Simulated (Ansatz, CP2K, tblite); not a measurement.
**CP2K runs on random packing of 23Li2O-77B2O3 (mol %) (59 atoms)**

How do the settings of CP2K change the result for random packing of 23Li2O-77B2O3 (mol %) (59 atoms)? A plane-wave run serves as the yardstick.

Main program and level: CP2K 2026.2; the method is named at each step.

## 1. Starting point

The cell holds 59 atoms: 6 Li, 33 O and 20 B. Cell: a = 8.694 Å, b = 8.694 Å, c = 8.694 Å, α = 90.0°, β = 90.0°, γ = 90.0°. 59 atoms (6 Li, 33 O, 20 B) packed at random in a cube at 1.99 g/cm³ and pushed apart as soft spheres, cations and anions kept from their own kind; a start for melting by ab initio MD, not an equilibrated structure. Then every atom was moved at random, 0.02 Å r.m.s. a Cartesian component.

The yardstick, on the same geometry:

```
method                 : Kohn-Sham DFT, PBE, PAW, plane waves (Ansatz 0.2.0); cutoff 420 eV, Γ point, fermi-dirac smearing of 0.05 eV; PAW set soft_2
r.m.s. force component : 2.535 eV/Å
longest force          : 8.447 eV/Å
pressure               : -22.83 GPa
SCF cycles             : 15
time                   : 5.2 s on 4 threads of Arm Neoverse V2, shared host
CPU time               : 19 s
```

## 2. PBE, DZVP-MOLOPT-SR, 800/50 Ry, diagonalisation

Method: Kohn-Sham DFT, PBE, GTH-PBE pseudopotentials, Gaussian and plane waves, DZVP-MOLOPT-SR-GTH, diagonalisation.

Input file input.inp:

```
&GLOBAL
  PROJECT cell
  RUN_TYPE ENERGY_FORCE
  PRINT_LEVEL LOW
&END GLOBAL
&FORCE_EVAL
  METHOD QS
  STRESS_TENSOR ANALYTICAL
  &DFT
    BASIS_SET_FILE_NAME BASIS_MOLOPT
    POTENTIAL_FILE_NAME GTH_POTENTIALS
    &MGRID
      CUTOFF 800
      REL_CUTOFF 50
      NGRIDS 5
    &END MGRID
    &QS
      EPS_DEFAULT 1.0E-12
    &END QS
    &SCF
      SCF_GUESS ATOMIC
      EPS_SCF 1.0E-06
      MAX_SCF 200
      ADDED_MOS 14
      &DIAGONALIZATION
        ALGORITHM STANDARD
      &END DIAGONALIZATION
      &SMEAR ON
        METHOD FERMI_DIRAC
        ELECTRONIC_TEMPERATURE [K] 580
      &END SMEAR
      &MIXING
        METHOD BROYDEN_MIXING
        ALPHA 0.3
        NBROYDEN 8
      &END MIXING
      &PRINT
        &RESTART OFF
        &END RESTART
      &END PRINT
    &END SCF
    &XC
      &XC_FUNCTIONAL PBE
      &END XC_FUNCTIONAL
    &END XC
    &PRINT
      &MULLIKEN ON
      &END MULLIKEN
      &HIRSHFELD ON
        SHAPE_FUNCTION DENSITY
      &END HIRSHFELD
      &MO ON
        EIGENVALUES T
        OCCUPATION_NUMBERS T
        MO_INDEX_RANGE 127 150
        &EACH
          QS_SCF 0
        &END EACH
        ADD_LAST NUMERIC
      &END MO
    &END PRINT
  &END DFT
  &SUBSYS
    &CELL
      A 8.69350 0.00000 0.00000
      B 0.00000 8.69350 0.00000
      C 0.00000 0.00000 8.69350
    &END CELL
    &TOPOLOGY
      COORD_FILE_NAME structure.xyz
      COORD_FILE_FORMAT XYZ
    &END TOPOLOGY
    &KIND Li
      BASIS_SET DZVP-MOLOPT-SR-GTH-q3
      POTENTIAL GTH-PBE-q3
    &END KIND
    &KIND O
      BASIS_SET DZVP-MOLOPT-SR-GTH-q6
      POTENTIAL GTH-PBE-q6
    &END KIND
    &KIND B
      BASIS_SET DZVP-MOLOPT-SR-GTH-q3
      POTENTIAL GTH-PBE-q3
    &END KIND
  &END SUBSYS
  &PRINT
    &FORCES ON
    &END FORCES
    &STRESS_TENSOR ON
    &END STRESS_TENSOR
  &END PRINT
&END FORCE_EVAL
```

Input file structure.xyz:

```xyz
59

Li 3.35978 0.17848 3.52591
Li 4.00562 4.13019 1.08451
Li 1.61969 8.54762 0.47962
Li 7.86397 1.84302 1.62447
Li 2.12652 7.27742 4.94530
Li 4.73909 3.99484 7.38669
O 4.66293 2.60518 1.99498
O 5.88107 8.35854 4.74639
O 1.12616 1.41078 3.59754
O 2.44235 2.61631 0.49110
O 2.51781 0.11658 7.09555
O 3.18895 0.29914 1.52936
O 6.41632 2.83712 8.55936
O 5.32042 5.85725 3.54590
O 3.97980 6.76406 0.05320
O 5.32094 7.21508 1.77217
O 8.04149 3.79610 4.26842
O 7.06434 8.56597 1.68576
O 1.75687 6.24072 0.58559
O 0.37973 7.41373 5.78100
O 5.30686 6.83648 6.43806
O 8.50555 2.08853 8.52641
O 8.23883 4.27798 8.42235
O 1.56796 1.57005 5.73423
O 4.08534 0.86022 5.69007
O 1.28342 4.23391 1.57717
O 5.80848 4.60973 1.21857
O 0.46545 7.13467 3.40542
O 1.65524 4.70883 7.23603
O 3.49713 2.57562 7.04608
O 7.95725 8.14598 7.95786
O 5.69276 3.18695 4.58400
O 7.62585 5.95235 1.20927
O 7.50180 0.89334 5.61113
O 7.27281 4.05482 6.43136
O 5.62669 1.12477 7.40225
O 1.52275 5.42353 4.91357
O 2.95118 3.67648 4.65033
O 5.11960 0.58481 2.88694
B 0.39938 7.53240 7.26012
B 2.31943 2.81104 5.95852
B 3.19251 6.02251 2.47174
B 3.99823 0.86257 0.13232
B 6.94567 4.79464 0.27011
B 7.22195 7.07694 2.76653
B 0.34070 8.50850 2.59118
B 3.38247 5.18150 5.45282
B 3.88860 6.87960 7.25655
B 6.94489 1.10781 8.09391
B 5.66112 8.49703 6.20516
B 5.73728 1.98299 3.17026
B 5.66573 0.29914 1.57022
B 0.53700 6.56368 1.64020
B 1.05835 2.60301 7.82850
B 8.56075 5.94783 4.58565
B 2.35750 3.16000 2.72915
B 6.01686 7.73539 8.30942
B 0.13927 1.47268 5.31851
B 6.65270 4.40760 4.68328
```

The run is started by

```console
$ OMP_NUM_THREADS=1 mpirun -np 4 cp2k.psmp -i input.inp > output.txt
```

Numbers of over 12 decimals in the logs are rounded to 6 here.

The program printed:

```text
CP2K| version string:                                       CP2K version 2026.2
 CP2K| Input file name                                                 input.inp
 GLOBAL| Basis set file name                                        BASIS_MOLOPT
 GLOBAL| Potential file name                                      GTH_POTENTIALS
 GLOBAL| Run type                                                   ENERGY_FORCE
 GLOBAL| Total number of message passing processes                             4
 GLOBAL| Number of threads for this process                                    1
 TOTAL NUMBERS AND MAXIMUM NUMBERS
  Total number of            - Atomic kinds:                                   3
                             - Atoms:                                         59
                             - Shell sets:                                    59
                             - Shells:                                       289
                             - Primitive Cartesian functions:                275
                             - Cartesian basis functions:                    778
                             - Spherical basis functions:                    725
  Maximum angular momentum of- Orbital basis functions:                        2
                             - Local part of the GTH pseudopotential:          6
                             - Non-local part of the GTH pseudopotential:      0
 SCF PARAMETERS         Density guess:                                    ATOMIC
                        max_scf:                                             200
                        eps_scf:                                        1.00E-06
                        added MOs                                        14    0
                        Mixing method:                            BROYDEN_MIXING
                                                charge density mixing in g-space
                        Smear method:                                FERMI_DIRAC
                        Electronic temperature [K]:                        580.0
                        Electronic temperature [a.u.]:                  1.84E-03
                        Accuracy threshold:                             1.00E-10
 Extrapolation method: initial_guess
 Number of electrons:                                                        276
 Number of occupied orbitals:                                                138
 Number of molecular orbitals:                                               152
 Number of orbital functions:                                                725
 Number of independent orbital functions:                                    725
 SCF WAVEFUNCTION OPTIMIZATION
  Step     Update method      Time    Convergence         Total energy    Change
     1 NoMix/Diag. 0.30E+00    2.0     1.57175234      -628.0078555969 -6.28E+02
 *** the last MO => Add more MOs for proper smearing.                   ***
     2 Broy./Diag. 0.30E+00    2.6     2.03515968      -588.9553430938  3.91E+01
     3 Broy./Diag. 0.30E+00    2.6     1.46720364      -643.2729573167 -5.43E+01
     4 Broy./Diag. 0.30E+00    2.6     1.13613527      -629.9405771011  1.33E+01
[...]
64 Broy./Diag. 0.30E+00    2.7     0.00000155      -627.9266370599  8.10E-08
    65 Broy./Diag. 0.30E+00    2.7     0.00000099      -627.9266373431 -2.83E-07
  *** SCF run converged in    65 steps ***
  Electronic density on regular grids:       -276.0000000000        0.0000000000
  Core density on regular grids:              275.9999999998       -0.0000000002
  Total charge density on r-space grids:       -0.0000000002
  Total charge density g-space grids:          -0.0000000002
  Overlap energy of the core charge distribution:               7.05771e-07
  Self energy of the core charge distribution:              -1529.636410
  Core Hamiltonian energy:                                    418.515337
  Hartree energy:                                             626.520965
  Exchange-correlation energy:                               -143.312168
  Electronic entropic energy:                                  -0.014362
  Fermi energy:                                                 0.073881
  Total energy:                                              -627.926637
  Total energy (extrapolated to T->0):                       -627.919457
 MO| EIGENVALUES AND OCCUPATION NUMBERS
 MO|
 MO|  Index      Eigenvalue [a.u.]        Eigenvalue [eV]             Occupation
 MO|    127               0.049703               1.352483               1.999996
 MO|    128               0.054314               1.477972               1.999953
 MO|    129               0.057112               1.554083               1.999783
[...]
MO|    149               0.115638               3.146658               0.000000
 MO|    150               0.121755               3.313115               0.000000
 MO| Sum:                                                             276.000000
 MO| E(Fermi):            0.073881 a.u.          2.010401 eV
 !-----------------------------------------------------------------------------!
                     Mulliken Population Analysis
 #  Atom  Element  Kind  Atomic population                           Net charge
       1     Li       1          2.367577                              0.632423
       2     Li       1          2.408665                              0.591335
       3     Li       1          2.454603                              0.545397
[...]
58     B        3          2.567961                              0.432039
      59     B        3          2.662795                              0.337205
 # Total charge                            276.000000                  0.000000
 !-----------------------------------------------------------------------------!
 !-----------------------------------------------------------------------------!
                           Hirshfeld Charges
  #Atom  Element  Kind  Ref Charge     Population                    Net charge
      1       Li     1       3.000          2.825                         0.175
      2       Li     1       3.000          2.875                         0.125
      3       Li     1       3.000          2.908                         0.092
[...]
58       B      3       3.000          2.703                         0.297
     59       B      3       3.000          2.794                         0.206
  Total Charge                                                           -0.000
 !-----------------------------------------------------------------------------!
 ENERGY| Total FORCE_EVAL ( QS ) energy [hartree]           -627.926637
 FORCES| Atomic forces [hartree/bohr]
 FORCES|   Atom     x               y               z               |f|
 FORCES|      1  8.50349547E-03  1.99438312E-02 -7.66867278E-03   2.29972689E-02
 FORCES|      2 -3.41827828E-03 -5.58261594E-03 -3.96379402E-04   6.55799846E-03
 FORCES|      3  1.23580164E-02  1.72968593E-03 -6.39497267E-04   1.24948525E-02
[...]
FORCES|     58 -3.57333142E-02 -4.66672047E-02 -1.60270518E-02   6.09226077E-02
 FORCES|     59  3.27838928E-02 -1.12752916E-01 -2.64840774E-04   1.17422629E-01
 FORCES| Sum    -5.82001528E-04 -5.76228209E-05 -6.13724838E-05
 FORCES| Total atomic force                                       5.88058457E-04
 STRESS| Analytical stress tensor [bar]
 STRESS|                        x                   y                   z
 STRESS|      x       -2.56985299443E+05  -9.10657250813E+03  -3.11844209102E+03
 STRESS|      y       -9.10657250813E+03  -1.80157973571E+05  -2.04563871790E+04
 STRESS|      z       -3.11844209102E+03  -2.04563871790E+04  -2.25419670571E+05
 STRESS| 1/3 Trace                                            -2.20854314528E+05
```

It took 3 min on 4 MPI ranks of Arm Neoverse V2, shared host; peak memory 3.3 GiB.

Banners, paths, timers and routine set-up lines are dropped from the logs unmarked, and long logs keep their key lines alone; longer cuts are marked.

Numbers from this run, and their distance from the reference:

| Property | Result |
| --- | --- |
| r.m.s. force component | 2.501 eV/Å |
| r.m.s. difference of force components | 68.21 meV/Å |
| longest difference of force vectors | 259.9 meV/Å |
| force difference over r.m.s. force | 2.691 % |
| slope of forces against the reference's | 0.9861 |
| correlation of force components | 0.9997 |
| pressure | -22.09 GPa |
| pressure difference | 0.7414 GPa |

Length of the force difference by element (eV/Å):

| element | atoms | mean | most |
| --- | --- | --- | --- |
| B | 20 | 0.12 | 0.26 |
| Li | 6 | 0.054 | 0.11 |
| O | 33 | 0.100 | 0.25 |

The surroundings of Li1, one of the 6 Li atoms, nearest first, numbered as they follow in the input and with coordinates relative to it.

| atom | x | y | z | distance (Å) | Hirshfeld charge (e) | Fx | Fy | Fz (eV/Å) |
| --- | --- | --- | --- | --- | --- | --- | --- | --- |
| Li1 | 0.00 | 0.00 | 0.00 | 0.00 | 0.17 | 0.44 | 1.03 | -0.39 |
| O39 | 1.76 | 0.41 | -0.64 | 1.92 | -0.17 | 3.16 | 4.25 | 0.23 |
| O12 | -0.17 | 0.12 | -2.00 | 2.01 | -0.29 | 1.61 | 1.39 | -4.85 |
| O25 | 0.73 | 0.68 | 2.16 | 2.38 | -0.14 | 0.87 | -2.10 | -0.31 |
| Li5 | -1.23 | -1.59 | 1.42 | 2.47 | 0.15 | -0.53 | -0.12 | 1.01 |
| O9 | -2.23 | 1.23 | 0.07 | 2.55 | -0.23 | -2.38 | -2.33 | -1.76 |
| O8 | 2.52 | -0.51 | 1.22 | 2.85 | -0.17 | -0.66 | -0.11 | 3.99 |
| B51 | 2.38 | 1.80 | -0.36 | 3.01 | 0.33 | -6.75 | 2.12 | -0.23 |
| B52 | 2.31 | 0.12 | -1.96 | 3.03 | 0.15 | -0.97 | -5.03 | 2.46 |

Forces lie 2.7 % from the reference's, at 39 times its CPU time; the SCF took 65 steps, which the time reflects.

## 3. PBE, DZVP-MOLOPT-SR, 800/20 Ry, diagonalisation

Method: Kohn-Sham DFT, PBE, GTH-PBE pseudopotentials, Gaussian and plane waves, DZVP-MOLOPT-SR-GTH, diagonalisation.

input.inp, as its differences from that of step 2:

```diff
@@ -13,3 +13,3 @@
       CUTOFF 800
-      REL_CUTOFF 50
+      REL_CUTOFF 20
       NGRIDS 5
@@ -68,6 +68,29 @@
     &END CELL
-    &TOPOLOGY
-      COORD_FILE_NAME structure.xyz
-      COORD_FILE_FORMAT XYZ
-    &END TOPOLOGY
+    &COORD
+      Li 3.35978 0.17848 3.52591
+      Li 4.00562 4.13019 1.08451
+      Li 1.61969 8.54762 0.47962
+      Li 7.86397 1.84302 1.62447
+      Li 2.12652 7.27742 4.94530
+      Li 4.73909 3.99484 7.38669
+      O 4.66293 2.60518 1.99498
+      O 5.88107 8.35854 4.74639
+      O 1.12616 1.41078 3.59754
+      O 2.44235 2.61631 0.49110
+      O 2.51781 0.11658 7.09555
+      O 3.18895 0.29914 1.52936
+      O 6.41632 2.83712 8.55936
+      O 5.32042 5.85725 3.54590
+      O 3.97980 6.76406 0.05320
+      O 5.32094 7.21508 1.77217
+      O 8.04149 3.79610 4.26842
+      O 7.06434 8.56597 1.68576
+      O 1.75687 6.24072 0.58559
+      O 0.37973 7.41373 5.78100
+[... 35 atom lines left out ...]
+      B 2.35750 3.16000 2.72915
+      B 6.01686 7.73539 8.30942
+      B 0.13927 1.47268 5.31851
+      B 6.65270 4.40760 4.68328
+    &END COORD
     &KIND Li
```

The program printed:

```text
CP2K| version string:                                       CP2K version 2026.2
 CP2K| Input file name                                                 input.inp
 GLOBAL| Basis set file name                                        BASIS_MOLOPT
 GLOBAL| Potential file name                                      GTH_POTENTIALS
 GLOBAL| Run type                                                   ENERGY_FORCE
 GLOBAL| Total number of message passing processes                             4
 GLOBAL| Number of threads for this process                                    1
 TOTAL NUMBERS AND MAXIMUM NUMBERS
  Total number of            - Atomic kinds:                                   3
                             - Atoms:                                         59
[... lines left out ...]
                        Smear method:                                FERMI_DIRAC
[... lines left out ...]
 Number of electrons:                                                        276
[... lines left out ...]
  Step     Update method      Time    Convergence         Total energy    Change
[... lines left out ...]
  *** SCF run converged in    62 steps ***
[... lines left out ...]
  Fermi energy:                                                 0.073865
  Total energy:                                              -627.929715
  Total energy (extrapolated to T->0):                       -627.922536
[... lines left out ...]
 MO| E(Fermi):            0.073865 a.u.          2.009972 eV
[... lines left out ...]
 !-----------------------------------------------------------------------------!
 !-----------------------------------------------------------------------------!
                           Hirshfeld Charges
  #Atom  Element  Kind  Ref Charge     Population                    Net charge
      1       Li     1       3.000          2.825                         0.175
      2       Li     1       3.000          2.875                         0.125
      3       Li     1       3.000          2.909                         0.091
[...]
58       B      3       3.000          2.703                         0.297
     59       B      3       3.000          2.794                         0.206
  Total Charge                                                           -0.000
 !-----------------------------------------------------------------------------!
 ENERGY| Total FORCE_EVAL ( QS ) energy [hartree]           -627.929716
 FORCES| Atomic forces [hartree/bohr]
 FORCES|   Atom     x               y               z               |f|
 FORCES|      1  8.53698159E-03  1.99509648E-02 -7.62355335E-03   2.30008612E-02
 FORCES|      2 -3.43398401E-03 -5.56008504E-03 -3.77454286E-04   6.54593489E-03
 FORCES|      3  1.23780406E-02  1.73139972E-03 -6.52848354E-04   1.25155840E-02
[...]
FORCES|     58 -3.55602785E-02 -4.65691387E-02 -1.57774525E-02   6.06806896E-02
 FORCES|     59  3.28502457E-02 -1.12667122E-01 -2.68105867E-04   1.17358812E-01
 FORCES| Sum    -5.80734058E-04 -2.67113659E-03  1.29843478E-03
 FORCES| Total atomic force                                       3.02624448E-03
 STRESS| Analytical stress tensor [bar]
 STRESS|                        x                   y                   z
 STRESS|      x       -2.55691934872E+05  -9.15783656400E+03  -3.09655947401E+03
 STRESS|      y       -9.15783656400E+03  -1.78440017155E+05  -2.04042967531E+04
 STRESS|      z       -3.09655947401E+03  -2.04042967531E+04  -2.23532535189E+05
 STRESS| 1/3 Trace                                            -2.19221495739E+05
```

Run time: 1.8 min. Hardware: 4 MPI ranks; peak memory 3.3 GiB.

Compared with the plane-wave run:

```
r.m.s. force component                          : 2.498 eV/Å
r.m.s. difference of force components           : 70.48 meV/Å
longest difference of force vectors             : 259.7 meV/Å
force difference over r.m.s. force              : 2.78 %
slope of forces against the reference's         : 0.985
correlation of force components                 : 0.9997
pressure                                        : -21.92 GPa
pressure difference                             : 0.9047 GPa
energy less the same-level run's                : -1.42 meV/atom
r.m.s. force difference from the same-level run : 17.99 meV/Å
```

This is a coarse setting, run to see what it loses.

Against the first run (2.7 %), the force difference from the reference is 2.8 %, at 0.59 times the CPU time: the change moves forces by 18 meV/Å r.m.s., so most of the difference comes from elsewhere.

(Part 1 of 2 ends here.)

[Also dropped from logs without a mark: logging warnings of Python, and SIESTA's first energy breakdown and zero terms.]

[Logs are printed without paths, hosts, clocks, repeated set-up lines and the standing remarks that a program may print on its own settings, such as how far it seeks lower states.]

[Hosts, paths, dates, database ids (printed as entryN), source tags and the programs' standing remarks are cut or masked in the printed files.]
